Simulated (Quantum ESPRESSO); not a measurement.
**KMgF3 (Pm-3m): Raman and infrared activity**

Aim: Raman and infrared lines of KMgF3 (Pm-3m).

Calculated with Quantum ESPRESSO 8.0 development, patched; DFT LDA, scalar-relativistic, plane waves, PseudoDojo norm-conserving pseudopotentials.

Report form: the programs' logs are mostly left out.

## Step 1: The starting structure

Symmetry: Pm-3m, No. 221, cubic system. The conventional cell has a = 3.986 Å, b = 3.986 Å, c = 3.986 Å, α = 90.00°, β = 90.00°, γ = 90.00°. Nearest to K lie 12 F at 2.82 Å. Nearest to Mg lie 6 F at 1.99 Å. F has 2 Mg at 1.99 Å and 4 K at 2.82 Å nearest. Farther neighbours and most contacts between anions are not listed.

## Step 2: A probe with smearing

Before anything dear is run, a loose run with smearing shows whether this is a metal and how far the cell is from rest.

File probe.in:

```
 &control
    calculation='scf',
    prefix='x',
    outdir='./tmp',
    pseudo_dir='./pseudo',
    tprnfor=.true.,
    tstress=.true.,
    verbosity='high',
 /
 &system
    ibrav=1,
    celldm(1)=7.53225936,
    nat=5,
    ntyp=3,
    ecutwfc=84.0,
    occupations='smearing',
    smearing='gaussian',
    degauss=0.01,
 /
 &electrons
    conv_thr=1.0d-07,
    mixing_beta=0.7,
    electron_maxstep=100,
 /
ATOMIC_SPECIES
 K      39.0983  K.upf
 Mg     24.3050  Mg.upf
 F      18.9984  F.upf
ATOMIC_POSITIONS crystal
 K      0.500000000   0.500000000   0.500000000
 Mg     0.000000000   0.000000000   0.000000000
 F      0.500000000   0.000000000   0.000000000
 F      0.000000000   0.500000000   0.000000000
 F      0.000000000   0.000000000   0.500000000
K_POINTS automatic
 4 4 4 0 0 0
```

Command:

```console
OMP_NUM_THREADS=1 mpirun -n 4 pw.x -nk 4 -in probe.in > probe.out
```

Wall time 8.2 s (4 MPI ranks of Intel Xeon at 2.70GHz, shared host).

Numbers from this step:

| Quantity | Value |
| --- | --- |
| volume per atom | 12.67 Å³ |
| pressure | -4.569 GPa |
| gap on the k-mesh | 6.998 eV |

A gap of 7.0 eV opens on this mesh, so the crystal is taken as an insulator; the start stands at -4.6 GPa.

## Step 3: Relaxing the cell and atoms

The relaxation runs at a cutoff a fifth above that of the response, since stress converges more slowly with the basis than frequencies do. Forces and stress are brought to rest with tight thresholds.

File relax.in:

```
 &control
    calculation='vc-relax',
    prefix='x',
    outdir='./tmp',
    pseudo_dir='./pseudo',
    tprnfor=.true.,
    tstress=.true.,
    forc_conv_thr=2.0d-05,
    etot_conv_thr=1.0d-07,
    nstep=40,
 /
 &system
    ibrav=1,
    celldm(1)=7.53225936,
    nat=5,
    ntyp=3,
    ecutwfc=101,
    occupations='fixed',
    nbnd=22,
 /
 &electrons
    conv_thr=1.0d-11,
    mixing_beta=0.7,
    electron_maxstep=100,
 /
 &ions
 /
 &cell
    press_conv_thr=0.2,
 /
ATOMIC_SPECIES
 K      39.0983  K.upf
 Mg     24.3050  Mg.upf
 F      18.9984  F.upf
ATOMIC_POSITIONS crystal
 K      0.500000000   0.500000000   0.500000000
 Mg     0.000000000   0.000000000   0.000000000
 F      0.500000000   0.000000000   0.000000000
 F      0.000000000   0.500000000   0.000000000
 F      0.000000000   0.000000000   0.500000000
K_POINTS automatic
 6 6 6 0 0 0
```

Command:

```console
OMP_NUM_THREADS=1 mpirun -n 4 pw.x -nk 4 -in relax.in > relax.out
```

The job ended after 73 s (4 MPI ranks).

Relaxation path:

```csv
step,energy less that of the first step (eV),largest force (eV/Å),pressure (GPa),volume (Å³)
1,0.0000,0.0000,-4.53,63.33
2,-0.0339,0.0000,-2.93,61.87
3,-0.0551,0.0000,-0.15,59.74
4,-0.0551,0.0000,0.01,59.63
5,-0.0551,0.0000,0.00,59.64
6,-0.0549,0.0000,-0.01,59.64
```

```
conventional cell, symmetrised  before  after  change
                         a (Å)   3.986  3.907  -2.0 %
                         b (Å)   3.986  3.907  -2.0 %
                         c (Å)   3.986  3.907  -2.0 %
              volume (Å³/atom)   12.67  11.93  -5.8 %
```

Final coordinates:

```xyz
5
Lattice="3.9069 0.0000 0.0000 0.0000 3.9069 0.0000 0.0000 0.0000 3.9069" Properties=species:S:1:pos:R:3 pbc="T T T"
K     1.9535    1.9535    1.9535
Mg    0.0000    0.0000    0.0000
F     1.9535    0.0000    0.0000
F     0.0000    1.9535    0.0000
F     0.0000    0.0000    1.9535
```

The last row of the table of steps is pw.x's closing run on a basis chosen anew for the final cell, so its energy can jump.

Read from the output:

```
volume per atom   : 11.93 Å³
pressure          : -0.007000 GPa
gap on the k-mesh : 7.471 eV
```

The volume changes by -5.8 % from the cell with which this run began.

## Step 4: Ground state

The response is built on this ground state, so it is converged far tighter than an energy would need. With a gap, occupations are fixed, which also allows the response to an electric field.

File scf.in:

```
 &control
    calculation='scf',
    prefix='x',
    outdir='./tmp',
    pseudo_dir='./pseudo',
    tprnfor=.true.,
    tstress=.true.,
 /
 &system
    ibrav=1,
    celldm(1)=7.38302848,
    nat=5,
    ntyp=3,
    ecutwfc=84.0,
    occupations='fixed',
    nbnd=22,
 /
 &electrons
    conv_thr=1.0d-12,
    mixing_beta=0.7,
    electron_maxstep=100,
 /
ATOMIC_SPECIES
 K      39.0983  K.upf
 Mg     24.3050  Mg.upf
 F      18.9984  F.upf
ATOMIC_POSITIONS crystal
 K      0.500000000   0.500000000   0.500000000
 Mg     0.000000000   0.000000000   0.000000000
 F      0.500000000   0.000000000   0.000000000
 F      0.000000000   0.500000000   0.000000000
 F      0.000000000   0.000000000   0.500000000
K_POINTS automatic
 8 8 8 0 0 0
```

Command:

```console
OMP_NUM_THREADS=1 mpirun -n 4 pw.x -nk 4 -in scf.in > scf.out
```

It took 31 s on 4 MPI ranks; 2 min of CPU time.

This step gave:

```
pressure : -0.02 GPa
```

The cell stands at -0.02 GPa, close enough for phonons.

## Step 5: Linear response at Γ

At q = 0 one unit cell holds all displacements; symmetry groups them into irreducible representations that are solved one by one. The response to a field gives ε∞ and the Born charges, which polar modes need. Third-order response adds the Raman tensors.

File ph.in:

```
phonons
 &inputph
    prefix='x',
    outdir='./tmp',
    fildyn='g.dyn',
    tr2_ph=1.0d-18,
    epsil=.true.,
    lraman=.true.,
    elop=.true.,
 /
0.000000000000 0.000000000000 0.000000000000
```

Command:

```console
OMP_NUM_THREADS=1 mpirun -n 4 ph.x -nk 4 -in ph.in > ph.out
```

Wall time 35 min (4 MPI ranks).

This step gave:

| Property | Result |
| --- | --- |
| miss of the charge sum rule | 2.60e-4 e |
| largest acoustic frequency at the zone centre before the sum rule | 8.32 cm⁻¹ |
| highest optical zone-centre mode (no LO-TO term) | 516.3 cm⁻¹ |
| lowest optical zone-centre mode | 155.5 cm⁻¹ |
| mean high-frequency dielectric constant | 2.158 |
| largest Born charge in size (third of the trace) | 1.989 e |

Born charge (rows field, columns displacement), before the sum rule (e), principal values of the symmetric part by kind of site:

```
atom  atoms with these values    low  middle   high   mean
  K1                        1   1.20    1.20   1.20   1.20
 Mg2                        1   1.99    1.99   1.99   1.99
  F3                        3  -1.25   -0.97  -0.97  -1.06
```

In full for Mg2:

```
1.99 0.00 0.00
0.00 1.99 0.00
0.00 0.00 1.99
```

High-frequency dielectric tensor:

```
2.16 0.00 0.00
0.00 2.16 0.00
0.00 0.00 2.16
```

The acoustic modes at Γ come out as far as 8.3 cm⁻¹ from zero, where they should vanish, a small numerical error; the Born charges miss their sum rule by 2.6e-4 e, which is good.

## Step 6: Zone-centre analysis

A rigid shift of the crystal must cost nothing, but grids and finite bases break this; the acoustic sum rule is imposed before the matrix is diagonalised again. With Born charges the intensities follow, and the static dielectric tensor.

File dynmat.in:

```
 &input
    fildyn='g.dyn',
    asr='simple',
    fileig='dynmat.eig',
    lperm=.true.,
 /
```

Command:

```console
dynmat.x -in dynmat.in > dynmat.out
```

Wall time 0.65 s (1 thread).

Numbers from this step:

```yaml
highest_optical_zone_centre_mode_no_lo_to_term: 516.2 cm⁻¹
mean_static_dielectric_constant: 6.640
```

Unit eigenvectors of the mass-weighted matrix after the sum rule; no LO-TO term. Modes at Γ, with each element's share of the kinetic energy:

```csv
mode,frequency (cm⁻¹),symmetry,K %,Mg %,F %
1,0.0,acoustic,32,20,47
2,0.0,acoustic,32,20,47
3,0.0,acoustic,32,20,47
4,155.5,T1u,67,5,28
5,155.5,T1u,67,5,28
6,155.5,T1u,67,5,28
7,185.4,T2u,0,0,100
8,185.4,T2u,0,0,100
9,185.4,T2u,0,0,100
10,285.4,T1u,1,41,58
11,285.4,T1u,1,41,58
12,285.4,T1u,1,41,58
13,516.2,T1u,0,33,67
14,516.2,T1u,0,33,67
15,516.2,T1u,0,33,67
```

Displacements in mode 6 (155.5 cm⁻¹), the largest set to 1:
```
K1   0.07  0.15  1.00
Mg2 -0.03 -0.05 -0.36
F3  -0.03 -0.09 -0.58
F4  -0.04 -0.07 -0.58
F5  -0.04 -0.09 -0.44
```

Displacements in mode 13 (516.2 cm⁻¹), the largest set to 1:
```
K1   0.00  0.00  0.01
Mg2  0.00  0.00 -0.63
F3   0.00  0.00 -0.11
F4   0.00  0.00 -0.11
F5   0.00  0.00  1.00
```

Degenerate modes summed, no LO-TO term. Infrared lines, with heights relative to the strongest:

```
position (cm⁻¹)  lines merged  label  IR intensity, relative
            155             3    T1u                      44
            185             3    T2u                     0.0
            285             3    T1u                      69
            516             3    T1u                     100
```

Static dielectric tensor (ions relaxed, fixed cell):

```
6.64 0.00 0.00
0.00 6.64 0.00
0.00 0.00 6.64
```

The rule moves no optical mode by more than 0.3 cm⁻¹.

## Step 7: Sum rules set otherwise: a sum rule for molecules or wires on a crystal

This rule also removes rotations, which suits molecules and not a crystal; it is tried to see the harm.

File dynmat.in:

```
 &input
    fildyn='g.dyn',
    asr='zero-dim',
    fileig='dynmat.eig',
    lperm=.true.,
 /
```

Command:

```console
dynmat.x -in dynmat.in > dynmat.out
```

Elapsed: 0.67 s, on 1 thread.

The program raised no error, yet the settings are not those of a careful run.

The fault: a sum rule for molecules or wires on a crystal; 3 optical modes are projected out to zero frequency, as if they were rotations, and the static dielectric tensor is spoilt.

For a crystal the rule has to be 'simple' or 'crystal'.

Zone-centre frequencies as printed; negative means imaginary. Modes:

| mode | frequency (cm⁻¹) |
| --- | --- |
| 1 | 0 |
| 2 | 0 |
| 3 | 0 |
| 4 | 0 |
| 5 | 0 |
| 6 | 0 |
| 7 | 155.5 |
| 8 | 176.8 |
| 9 | 176.8 |
| 10 | 246.9 |
| 11 | 246.9 |
| 12 | 285.7 |
| 13 | 513.5 |
| 14 | 513.5 |
| 15 | 516.3 |

## Step 8: Sum rules set otherwise (asr no)

Without the rule the raw error of the acoustic modes shows.

File dynmat.in:

```
 &input
    fildyn='g.dyn',
    asr='no',
    fileig='dynmat.eig',
    lperm=.true.,
 /
```

Command:

```console
dynmat.x -in dynmat.in > dynmat.out
```

Run time: 0.67 s. Hardware: 1 thread.

Read from the output:

| Property | Result |
| --- | --- |
| highest optical zone-centre mode (no LO-TO term) | 516.3 cm⁻¹ |

Zone-centre frequencies as printed; negative means imaginary. Modes:

```
mode  frequency (cm⁻¹)
   1              8.32
   2              8.32
   3              8.32
   4             155.5
   5             155.5
   6             155.5
   7             185.3
   8             185.3
   9             185.3
  10             285.7
  11             285.7
  12             285.7
  13             516.3
  14             516.3
  15             516.3
```

Against the first rule no mode moves by more than 8.4 cm⁻¹.

## Step 9: The LO-TO splitting (1 0 0)

A longitudinal polar mode sets up a macroscopic field that stiffens it; the term hangs on the direction from which q goes to zero.

File dynmat.in:

```
 &input
    fildyn='g.dyn',
    asr='simple',
    fileig='dynmat.eig',
    q(1)=1.0,
    q(2)=0.0,
    q(3)=0.0,
 /
```

Command:

```console
dynmat.x -in dynmat.in > dynmat.out
```

Run time: 0.78 s. Hardware: 1 thread.

Numbers from this step:

```
highest mode moved by the LO-TO term : 598.9 cm⁻¹
```

Zone-centre frequencies as printed; negative means imaginary. Modes:

```csv
mode,frequency (cm⁻¹)
1,0
2,0
3,0
4,155.5
5,155.5
6,185.4
7,185.4
8,185.4
9,192.2
10,285.4
11,285.4
12,349.1
13,516.2
14,516.2
15,598.9
```

The field moves 3 modes; the highest of them now lies at 599 cm⁻¹, where the highest that moved away lay at 516.

## Step 10: Outcome

```yaml
space_group_after_relaxation: Pm-3m
volume_per_atom: 11.9 Å³
gap_on_the_k_mesh: 7.47 eV
highest_optical_zone_centre_mode_no_lo_to_term: 516.2 cm⁻¹
lowest_optical_zone_centre_mode: 155.5 cm⁻¹
highest_mode_moved_by_the_lo_to_term: 598.9 cm⁻¹
mean_high_frequency_dielectric_constant: 2.16
largest_born_charge_in_size_third_of_the_trace: 1.99 e
mean_static_dielectric_constant: 6.64
imaginary_optical_modes_at_the_zone_centre_no_q_mesh_in_this_session: none
```

No mode is Raman active in this structure; the strongest infrared line lies at 516 cm⁻¹. At the LDA level the optical modes of KMgF3 (Pm-3m) at the zone centre (no LO-TO term) run from 155 to 516 cm⁻¹. Along the directions run, the highest mode that the macroscopic field moves lies at 599 cm⁻¹. Lattice motion raises the mean dielectric constant from 2.158 to 6.640. Of the 12 optical modes, 9 are infrared active alone and 3 are silent. These are harmonic frequencies at zero temperature: anharmonic shifts and linewidths and thermal expansion are left out. The build is a development version in which the Raman tensors of release 7.5 are mended; dynmat.x leaves out the electro-optic term of LO lines.

[Host names and launcher messages were left out of these logs when they were recorded.]

[Logs are printed without paths, hosts, clocks, repeated set-up lines and the standing remarks that a program may print on its own settings, such as how far it seeks lower states.]

[Hosts, paths, dates, database ids (printed as entryN), source tags and the programs' standing remarks are cut or masked in the printed files.]
